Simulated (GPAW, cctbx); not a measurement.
# What do these deviations say about the bonding?

TlPtAu, P-62m (no. 189), a = 7.9665 Å, b = 7.9665 Å, c = 3.1753 Å, α = 90.00°, β = 90.00°, γ = 120.00°.

```
atom  mult.    x       y    z
 Tl1      3    0  0.3027    0
 Au1      2  2/3     1/3    0
 Au2      1    0       0  1/2
 Pt1      3    0  0.6292  1/2
```

The start was made by putting kin elements into a known structure type; the compound need not exist, or be stable, in this form.

Absolute values of the static structure factors of the conventional cell from DFT (PBE, GPAW) against free spherical atoms, in electrons:

| hkl | d (Å) | free atoms | crystal |
| --- | --- | --- | --- |
| 100 | 6.899 | 1.12 | 1.15 |
| 110 | 3.983 | 13.93 | 13.64 |
| 200 | 3.450 | 21.04 | 21.08 |
| 001 | 3.175 | 78.52 | 78.24 |
| 101 | 2.885 | 88.27 | 88.04 |
| 210 | 2.608 | 123.87 | 123.69 |
| 111 | 2.483 | 340.00 | 339.57 |
| 201 | 2.336 | 229.47 | 229.04 |
| 300 | 2.300 | 541.19 | 540.19 |
| 211 | 2.015 | 145.76 | 145.48 |

**Question.** Which way does charge move, and which reflections show it best?

Project each element's phase sum on the total phase. At low angle |F| should rise if density moves to atoms that scatter in phase and fall if it moves to atoms that scatter against it.

| hkl | Tl in phase | Au in phase | Pt in phase | change (e) | (%) |
| --- | --- | --- | --- | --- | --- |
| 100 | -0.3 | 0.0 | +0.4 | +0.03 | +2.9 |
| 110 | +0.7 | +2.1 | -2.7 | -0.29 | -2.1 |
| 200 | -0.6 | 0.0 | +0.9 | +0.05 | +0.2 |
| 001 | +3.0 | +1.0 | -3.0 | -0.28 | -0.4 |
| 101 | -0.3 | +2.0 | -0.4 | -0.23 | -0.3 |
| 210 | +0.9 | 0.0 | +0.9 | -0.17 | -0.1 |
| 111 | +2.2 | +0.2 | +2.7 | -0.43 | -0.1 |
| 201 | +0.6 | +2.0 | +0.9 | -0.43 | -0.2 |

Low-angle reflections that set elements apart and change by more than 0.05 e: 110, 001, 101, 210, 111 and 201. The real-space density gives Voronoi charges Tl +0.08, Au +0.04, Pt -0.13 e. The signs that these charges predict hold for 110, 001, 101 and 201 and fail for 210 and 111, so the simple rule can't give the direction here. The reflections see the density near the nuclei and the atoms' change of size and shape; Voronoi cells count what crosses the midplanes.

[Outputs are excerpts: Python notices, other lines and further rows are left out; steps that failed or that the build refused (PBEsol, TPSS) are not shown.]

[Logs are printed without paths, hosts, clocks, repeated set-up lines and the standing remarks that a program may print on its own settings, such as how far it seeks lower states.]
